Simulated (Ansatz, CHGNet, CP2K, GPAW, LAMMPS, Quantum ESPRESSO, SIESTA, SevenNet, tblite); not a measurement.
# Running glassy 53P2O5-24SrO-24Li2O (mol %) (83 atoms) with CP2K

Wanted: CP2K inputs and outputs for glassy 53P2O5-24SrO-24Li2O (mol %) (83 atoms), checked against a plane-wave reference.

Program: CP2K 2026.2. Level of theory: the method is named at each step. Results are calculated unless marked as measured.

## (1) Starting point

The cell holds 83 atoms: 18 P, 4 Sr, 8 Li and 53 O. Cell: a = 10.375 Å, b = 10.375 Å, c = 10.375 Å, α = 90.0°, β = 90.0°, γ = 90.0°. 83 atoms (18 P, 4 Sr, 8 Li, 53 O) placed at random at 2.74 g/cm³, melted at 4000 K for 10 ps at fixed volume with the Morse and Coulomb pair potential with partial charges (Pedone, Malavasi, Menziani, Cormack and Segre, J. Phys. Chem. B 110, 11780 (2006)). Quenched from 4000 K to 300 K at 20 K/ps and fixed volume, held 10 ps at zero pressure, then minimised at fixed cell.

The yardstick, on the same geometry:

```
method                                           : Kohn-Sham DFT, PBE, SSSP efficiency 1.3.0 pseudopotentials, plane waves (Quantum ESPRESSO 7.5); sssp-pbe-1.3.0-efficiency, cutoffs 60/480 Ry, Γ point
r.m.s. force component                           : 1.241 eV/Å
longest force                                    : 4.752 eV/Å
pressure                                         : 2.693 GPa
gap (highest filled to lowest empty level) : 2.265 eV
time                                             : 2.9 min on 4 MPI ranks of Arm Neoverse V1, shared host
CPU time                                         : 11 min
```

## (2) PBE, DZVP-UZH, 800/50 Ry, OT DIIS

Method: Kohn-Sham DFT, PBE, GTH-PBE pseudopotentials, Gaussian and plane waves, DZVP-MOLOPT (UZH set), orbital transformation.

The input, input.inp:

```
&GLOBAL
  PROJECT cell
  RUN_TYPE ENERGY_FORCE
  PRINT_LEVEL LOW
&END GLOBAL
&FORCE_EVAL
  METHOD QS
  STRESS_TENSOR ANALYTICAL
  &DFT
    BASIS_SET_FILE_NAME BASIS_MOLOPT_UZH
    POTENTIAL_FILE_NAME POTENTIAL_UZH
    &MGRID
      CUTOFF 800
      REL_CUTOFF 50
      NGRIDS 5
    &END MGRID
    &QS
      EPS_DEFAULT 1.0E-12
    &END QS
    &SCF
      SCF_GUESS ATOMIC
      EPS_SCF 1.0E-06
      MAX_SCF 30
      &OT
        MINIMIZER DIIS
        PRECONDITIONER FULL_ALL
        ENERGY_GAP 0.001
      &END OT
      &OUTER_SCF
        EPS_SCF 1.0E-06
        MAX_SCF 8
      &END OUTER_SCF
      &PRINT
        &RESTART OFF
        &END RESTART
      &END PRINT
    &END SCF
    &XC
      &XC_FUNCTIONAL PBE
      &END XC_FUNCTIONAL
    &END XC
    &PRINT
      &MULLIKEN ON
      &END MULLIKEN
      &HIRSHFELD ON
        SHAPE_FUNCTION DENSITY
      &END HIRSHFELD
      &MO_CUBES
        NHOMO 1
        NLUMO 4
        WRITE_CUBE F
      &END MO_CUBES
    &END PRINT
  &END DFT
  &SUBSYS
    &CELL
      A 10.37499 0.00000 0.00000
      B 0.00000 10.37499 0.00000
      C 0.00000 0.00000 10.37499
    &END CELL
    &COORD
      P 7.11154 9.11474 0.64076
      P 2.47568 3.37851 7.41086
      P 3.40393 7.65218 3.27445
      P 0.78549 9.29412 7.49303
      P 4.62735 5.02450 6.35323
      P 7.48203 0.97764 6.99171
      P 5.62231 6.47306 1.43445
      P 7.87586 2.49021 2.79658
      P 1.90298 3.56288 2.57870
      P 4.60079 0.56865 0.55579
      P 3.07318 8.64486 9.44010
      P 8.41017 8.09073 4.93694
      P 9.77812 0.23738 3.78656
      P 9.61606 5.57469 8.70389
      P 0.90522 8.80266 1.75213
      P 10.32239 1.87082 7.62178
      P 5.17349 7.90325 7.32941
      P 8.23048 8.33879 8.11542
      Sr 9.29858 5.53547 2.22855
      Sr 6.82446 3.64702 9.60745
      Sr 0.85770 5.93066 5.36667
      Sr 3.54399 0.80780 4.62828
      Li 2.02873 5.60415 0.07107
      Li 6.91317 5.07866 4.11285
      Li 5.73716 9.59147 4.75237
      Li 10.00315 3.14383 0.37651
      Li 4.87573 2.31165 8.29231
      Li 0.84618 1.21709 0.35929
      Li 4.92065 3.28047 3.55800
      Li 3.81634 3.99001 0.04440
      O 9.85863 8.85433 8.17528
      O 10.36856 7.67770 1.40944
      O 7.81683 8.91699 9.67281
      O 10.22061 1.98328 9.12138
      O 5.21364 4.66771 5.03135
      O 2.68142 7.51035 10.31606
      O 6.40635 2.16682 2.76462
      O 0.24070 9.80229 2.76193
      O 2.97409 6.64217 4.28674
      O 5.30318 4.31413 7.50516
      O 2.57860 3.81385 8.83534
      O 3.94779 0.51833 1.88493
      O 6.65877 5.80398 2.28457
      O 6.95622 8.03470 4.60867
      O 0.47818 5.91831 7.90356
      O 0.90947 4.41414 3.35102
      O 6.87395 0.93167 5.63746
      O 6.66396 1.60397 8.07371
      O 8.80391 1.28567 3.21220
      O 5.29176 5.57355 0.28189
      O 8.00213 9.41862 1.77485
      O 3.79538 9.88571 10.04092
      O 4.66345 1.90941 10.27083
      O 3.28161 2.14192 7.09639
      O 9.23291 7.03580 4.26910
      O 1.00689 8.63842 6.17800
[... 23 atom lines left out ...]
      O 6.28704 7.80376 0.89339
      O 5.99726 10.20671 0.53327
      O 8.15920 3.61828 3.75813
      O 4.79906 6.54849 6.67994
    &END COORD
    &KIND P
      BASIS_SET DZVP-MOLOPT-PBE-GTH-q5
      POTENTIAL GTH-PBE-q5
    &END KIND
    &KIND Sr
      BASIS_SET DZVP-MOLOPT-PBE-GTH-q10
      POTENTIAL GTH-PBE-q10
    &END KIND
    &KIND Li
      BASIS_SET DZVP-MOLOPT-PBE-GTH-q3
      POTENTIAL GTH-PBE-q3
    &END KIND
    &KIND O
      BASIS_SET DZVP-MOLOPT-PBE-GTH-q6
      POTENTIAL GTH-PBE-q6
    &END KIND
  &END SUBSYS
  &PRINT
    &FORCES ON
    &END FORCES
    &STRESS_TENSOR ON
    &END STRESS_TENSOR
  &END PRINT
&END FORCE_EVAL
```

Started as:

```
> OMP_NUM_THREADS=1 mpirun -np 4 cp2k.psmp -i input.inp > output.txt
```

Numbers of over 12 decimals in the logs are rounded to 6 here.

Log:

```text
CP2K| version string:                                       CP2K version 2026.2
 CP2K| Input file name                                                 input.inp
 GLOBAL| Basis set file name                                    BASIS_MOLOPT_UZH
 GLOBAL| Potential file name                                       POTENTIAL_UZH
 GLOBAL| Run type                                                   ENERGY_FORCE
 GLOBAL| Total number of message passing processes                             4
 GLOBAL| Number of threads for this process                                    1
 TOTAL NUMBERS AND MAXIMUM NUMBERS
  Total number of            - Atomic kinds:                                   4
                             - Atoms:                                         83
                             - Shell sets:                                    83
                             - Shells:                                       411
                             - Primitive Cartesian functions:                401
                             - Cartesian basis functions:                   1102
                             - Spherical basis functions:                   1027
  Maximum angular momentum of- Orbital basis functions:                        2
                             - Local part of the GTH pseudopotential:          6
                             - Non-local part of the GTH pseudopotential:      3
 SCF PARAMETERS         Density guess:                                    ATOMIC
                        max_scf:                                              30
                        eps_scf:                                        1.00E-06
                        Outer loop SCF in use
                        eps_scf                                         1.00E-06
                        max_scf                                                8
 Extrapolation method: initial_guess
 Number of electrons:                                                        472
[... lines left out ...]
  Step     Update method      Time    Convergence         Total energy    Change
[... lines left out ...]
  Total energy:                                             -1153.259443
[... lines left out ...]
                                         using   7 DIIS vectors
                                         safer DIIS on
  Preconditioner : FULL_ALL            : diagonalization, state selective
  Precond_solver : DEFAULT
  stepsize       :    0.15000000                  energy_gap     :    0.00100000
  eps_taylor     :   0.10000E-15                  max_taylor     :             4
  ----------------------------------- OT ---------------------------------------
  Step     Update method      Time    Convergence         Total energy    Change
[...]
4 OT DIIS     0.15E+00    3.9     0.00000242     -1153.2602986198 -1.30E-05
     5 OT DIIS     0.15E+00    3.9     0.00000097     -1153.2602986687 -4.90E-08
  *** SCF run converged in     5 steps ***
  Electronic density on regular grids:       -472.0000000000        0.0000000000
  Core density on regular grids:              471.9999999997       -0.0000000003
  Total charge density on r-space grids:       -0.0000000003
  Total charge density g-space grids:          -0.0000000003
  Overlap energy of the core charge distribution:               4.4475e-06
  Self energy of the core charge distribution:              -2783.880847
  Core Hamiltonian energy:                                    762.769269
  Hartree energy:                                            1121.986451
  Exchange-correlation energy:                               -254.135176
  Total energy:                                             -1153.260299
  outer SCF iter =    2 RMS gradient =   0.97E-06 energy =      -1153.2602986687
  outer SCF loop converged in   2 iterations or   35 steps
 !-----------------------------------------------------------------------------!
                     Mulliken Population Analysis
 #  Atom  Element  Kind  Atomic population                           Net charge
       1     P        1          3.909043                              1.090957
       2     P        1          3.885907                              1.114093
       3     P        1          3.840471                              1.159529
[...]
82     O        4          6.757953                             -0.757953
      83     O        4          6.404605                             -0.404605
 # Total charge                            472.000000                  0.000000
 !-----------------------------------------------------------------------------!
 !-----------------------------------------------------------------------------!
                           Hirshfeld Charges
  #Atom  Element  Kind  Ref Charge     Population                    Net charge
      1       P      1       5.000          4.469                         0.531
      2       P      1       5.000          4.447                         0.553
      3       P      1       5.000          4.461                         0.539
[...]
82       O      4       6.000          6.342                        -0.342
     83       O      4       6.000          6.120                        -0.120
  Total Charge                                                            0.000
 !-----------------------------------------------------------------------------!
  Eigenvalues of the occupied subspace spin            1
      -1.53943629     -1.53897815     -1.53236815     -1.52612601
      -1.52421382     -1.52314259     -1.52168954     -1.51499840
      -1.17790783     -1.16435333     -1.13078042     -1.11643345
[...]
0.09862493      0.10124105      0.10450809      0.11723829
 Fermi Energy [eV] :    3.190216
  Using OT eigensolver for additional unoccupied orbitals spin            1
  Lowest Eigenvalues of the unoccupied subspace spin            1
 OT| Eigensolver reached convergence in 265 iterations
       0.18966409      0.22771113      0.25312320      0.25880085
 HOMO - LUMO gap [eV] :    1.970806
 ENERGY| Total FORCE_EVAL ( QS ) energy [hartree]          -1153.260299
 FORCES| Atomic forces [hartree/bohr]
 FORCES|   Atom     x               y               z               |f|
 FORCES|      1  2.64015096E-02 -3.73911049E-03  4.23796007E-02   5.00704625E-02
 FORCES|      2  5.74816501E-02 -4.12119542E-02  6.79054953E-02   9.80495872E-02
 FORCES|      3 -2.18311141E-04  8.50253575E-03  4.97413433E-02   5.04632738E-02
[...]
FORCES|     82  1.11741565E-02  2.80181677E-02  2.01486988E-02   3.62746407E-02
 FORCES|     83 -1.82241755E-02  1.28675323E-02 -1.36039357E-02   2.61296963E-02
 FORCES| Sum     1.96231796E-03  2.33512580E-03 -9.36567608E-04
 FORCES| Total atomic force                                       3.19071514E-03
 STRESS| Analytical stress tensor [bar]
 STRESS|                        x                   y                   z
 STRESS|      x        3.88949389145E+04  -2.50899643511E+03   2.64699046710E+03
 STRESS|      y       -2.50899643511E+03   2.28417744676E+04   3.96534248499E+03
 STRESS|      z        2.64699046710E+03   3.96534248499E+03   3.07441527080E+04
 STRESS| 1/3 Trace                                             3.08269553633E+04
```

Wall time 2.6 min (4 MPI ranks of Arm Neoverse V1, shared host); peak memory 3.5 GiB.

Banners, paths, timers and routine set-up lines are dropped from the logs unmarked, and long logs keep their key lines alone; longer cuts are marked.

Compared with the plane-wave run:

```
r.m.s. force component                           : 1.274 eV/Å
r.m.s. difference of force components            : 115 meV/Å
longest difference of force vectors              : 393.3 meV/Å
force difference over r.m.s. force               : 9.261 %
slope of forces against the reference's          : 1.022
correlation of force components                  : 0.9961
gap (highest filled to lowest empty level) : 1.971 eV
gap difference                                   : -0.2944 eV
pressure                                         : 3.083 GPa
pressure difference                              : 0.3894 GPa
```

Length of the force difference by element (eV/Å):

```csv
element,atoms,mean,most
Li,8,0.13,0.18
O,53,0.16,0.29
P,18,0.26,0.39
Sr,4,0.14,0.20
```

The surroundings of P2, which bears the longest force, nearest first, numbered as they follow in the input and with coordinates relative to it.

```
atom      x      y      z  distance (Å)  bonds  Hirshfeld charge (e)     Fx     Fy  Fz (eV/Å)
  P2   0.00   0.00   0.00          0.00      4                  0.55   2.96  -2.12       3.49
 O41   0.10   0.44   1.42          1.49      2                 -0.28  -0.11   0.51       0.82
 O54   0.81  -1.24  -0.31          1.51      3                 -0.33   0.39  -0.91      -0.95
 O75   0.65   1.14  -0.86          1.57      3                 -0.13  -2.90   2.24      -2.47
 O76  -1.49  -0.45  -0.26          1.58      2                 -0.11  -2.16   1.08      -2.79
Li27   2.40  -1.07   0.88          2.77      4                  0.20  -0.55  -0.69      -0.97
  P5   2.15   1.65  -1.06          2.91      4                  0.57   3.31  -2.79       1.63
 P16  -2.53  -1.51   0.21          2.95      4                  0.63  -1.17  -1.45       3.89
 O40   2.83   0.94   0.09          2.98      3                 -0.32   0.38  -0.37       1.09
```

Forces lie 9.3 % from the reference's, at 0.90 times its CPU time.

## (3) PBE, DZVP-MOLOPT-SR, 800/50 Ry, OT DIIS

Method: Kohn-Sham DFT, PBE, GTH-PBE pseudopotentials, Gaussian and plane waves, DZVP-MOLOPT-SR-GTH, orbital transformation.

Changes to input.inp since step 2:

```diff
@@ -9,4 +9,4 @@
   &DFT
-    BASIS_SET_FILE_NAME BASIS_MOLOPT_UZH
-    POTENTIAL_FILE_NAME POTENTIAL_UZH
+    BASIS_SET_FILE_NAME BASIS_MOLOPT
+    POTENTIAL_FILE_NAME GTH_POTENTIALS
     &MGRID
@@ -61,6 +61,31 @@
     &COORD
-[... 83 atom lines left out: the same atoms as in the first run ...]
+      SCALED
+      P 0.68545 0.87853 0.06176
+      P 0.23862 0.32564 0.71430
+      P 0.32809 0.73756 0.31561
+      P 0.07571 0.89582 0.72222
+      P 0.44601 0.48429 0.61236
+      P 0.72116 0.09423 0.67390
+      P 0.54191 0.62391 0.13826
+      P 0.75912 0.24002 0.26955
+      P 0.18342 0.34341 0.24855
+      P 0.44345 0.05481 0.05357
+      P 0.29621 0.83324 0.90989
+      P 0.81062 0.77983 0.47585
+      P 0.94247 0.02288 0.36497
+      P 0.92685 0.53732 0.83893
+      P 0.08725 0.84845 0.16888
+      P 0.99493 0.18032 0.73463
+      P 0.49865 0.76176 0.70645
+      P 0.79330 0.80374 0.78221
+      Sr 0.89625 0.53354 0.21480
+      Sr 0.65778 0.35152 0.92602
+[... 59 atom lines left out ...]
+      O 0.60598 0.75217 0.08611
+      O 0.57805 0.98378 0.05140
+      O 0.78643 0.34875 0.36223
+      O 0.46256 0.63118 0.64385
     &END COORD
     &KIND P
-      BASIS_SET DZVP-MOLOPT-PBE-GTH-q5
+      BASIS_SET DZVP-MOLOPT-SR-GTH-q5
       POTENTIAL GTH-PBE-q5
@@ -68,3 +93,3 @@
     &KIND Sr
-      BASIS_SET DZVP-MOLOPT-PBE-GTH-q10
+      BASIS_SET DZVP-MOLOPT-SR-GTH-q10
       POTENTIAL GTH-PBE-q10
@@ -72,3 +97,3 @@
     &KIND Li
-      BASIS_SET DZVP-MOLOPT-PBE-GTH-q3
+      BASIS_SET DZVP-MOLOPT-SR-GTH-q3
       POTENTIAL GTH-PBE-q3
@@ -76,3 +101,3 @@
     &KIND O
-      BASIS_SET DZVP-MOLOPT-PBE-GTH-q6
+      BASIS_SET DZVP-MOLOPT-SR-GTH-q6
       POTENTIAL GTH-PBE-q6
```

Log:

```text
CP2K| version string:                                       CP2K version 2026.2
 CP2K| Input file name                                                 input.inp
 GLOBAL| Basis set file name                                        BASIS_MOLOPT
 GLOBAL| Potential file name                                      GTH_POTENTIALS
 GLOBAL| Run type                                                   ENERGY_FORCE
 GLOBAL| Total number of message passing processes                             4
 GLOBAL| Number of threads for this process                                    1
 TOTAL NUMBERS AND MAXIMUM NUMBERS
  Total number of            - Atomic kinds:                                   4
                             - Atoms:                                         83
[... lines left out ...]
 Number of electrons:                                                        472
[... lines left out ...]
  Step     Update method      Time    Convergence         Total energy    Change
[... lines left out ...]
  Total energy:                                             -1153.525209
[... lines left out ...]
  Step     Update method      Time    Convergence         Total energy    Change
[... lines left out ...]
  *** SCF run converged in     5 steps ***
[... lines left out ...]
  Total energy:                                             -1153.525959
[... lines left out ...]
  outer SCF loop converged in   2 iterations or   35 steps
[... lines left out ...]
  Total Charge                                                            0.000
 !-----------------------------------------------------------------------------!
  Eigenvalues of the occupied subspace spin            1
      -1.54364196     -1.54296725     -1.53670955     -1.52994013
      -1.52782655     -1.52656693     -1.52498889     -1.51862213
      -1.19224119     -1.17886108     -1.14464934     -1.13020991
[...]
0.09945362      0.10237359      0.10547054      0.11856388
 Fermi Energy [eV] :    3.226287
  Using OT eigensolver for additional unoccupied orbitals spin            1
  Lowest Eigenvalues of the unoccupied subspace spin            1
 OT| Eigensolver reached convergence in 253 iterations
       0.18814746      0.22695093      0.25134262      0.25809140
 HOMO - LUMO gap [eV] :    1.893465
 ENERGY| Total FORCE_EVAL ( QS ) energy [hartree]          -1153.525959
 FORCES| Atomic forces [hartree/bohr]
 FORCES|   Atom     x               y               z               |f|
 FORCES|      1  2.86215923E-02 -3.55231131E-03  4.49480381E-02   5.34054359E-02
 FORCES|      2  5.96919348E-02 -4.26424789E-02  6.98099778E-02   1.01266683E-01
 FORCES|      3 -3.22951630E-04  8.59632572E-03  5.26774714E-02   5.33752481E-02
[...]
FORCES|     82  1.10397377E-02  2.91781457E-02  2.10082900E-02   3.76110122E-02
 FORCES|     83 -1.84837256E-02  1.30750653E-02 -1.43179065E-02   2.67882044E-02
 FORCES| Sum     1.91115196E-03  2.27575724E-03 -9.87022339E-04
 FORCES| Total atomic force                                       3.13141916E-03
 STRESS| Analytical stress tensor [bar]
 STRESS|                        x                   y                   z
 STRESS|      x        4.03594339755E+04  -2.47983517798E+03   2.65944723851E+03
 STRESS|      y       -2.47983517798E+03   2.38161984376E+04   3.87526740674E+03
 STRESS|      z        2.65944723851E+03   3.87526740674E+03   3.02310522694E+04
 STRESS| 1/3 Trace                                             3.14688948941E+04
```

Wall time 2.4 min (4 MPI ranks); peak memory 3.6 GiB.

Numbers from this run, and their distance from the reference:

- r.m.s. force component: 1.319 eV/Å
- r.m.s. difference of force components: 144.6 meV/Å
- longest difference of force vectors: 576.5 meV/Å
- force difference over r.m.s. force: 11.64 %
- slope of forces against the reference's: 1.058
- correlation of force components: 0.9955
- gap (highest filled to lowest empty level): 1.893 eV
- gap difference: -0.3717 eV
- pressure: 3.147 GPa
- pressure difference: 0.4536 GPa

Against the first run (9.3 %), the force difference from the reference is 12 %, at 0.94 times the CPU time, with 1027 basis functions against 1027; this set comes with other potentials too, so the change isn't the basis's alone.

The difference per atom is largest on P (0.41 eV/Å on average, against 0.16 on O).

(Part 1 of 2 ends here.)

[Also dropped from logs without a mark: logging warnings of Python, and SIESTA's first energy breakdown and zero terms.]

[Logs are printed without paths, hosts, clocks, repeated set-up lines and the standing remarks that a program may print on its own settings, such as how far it seeks lower states.]

[Hosts, paths, dates, database ids (printed as entryN), source tags and the programs' standing remarks are cut or masked in the printed files.]
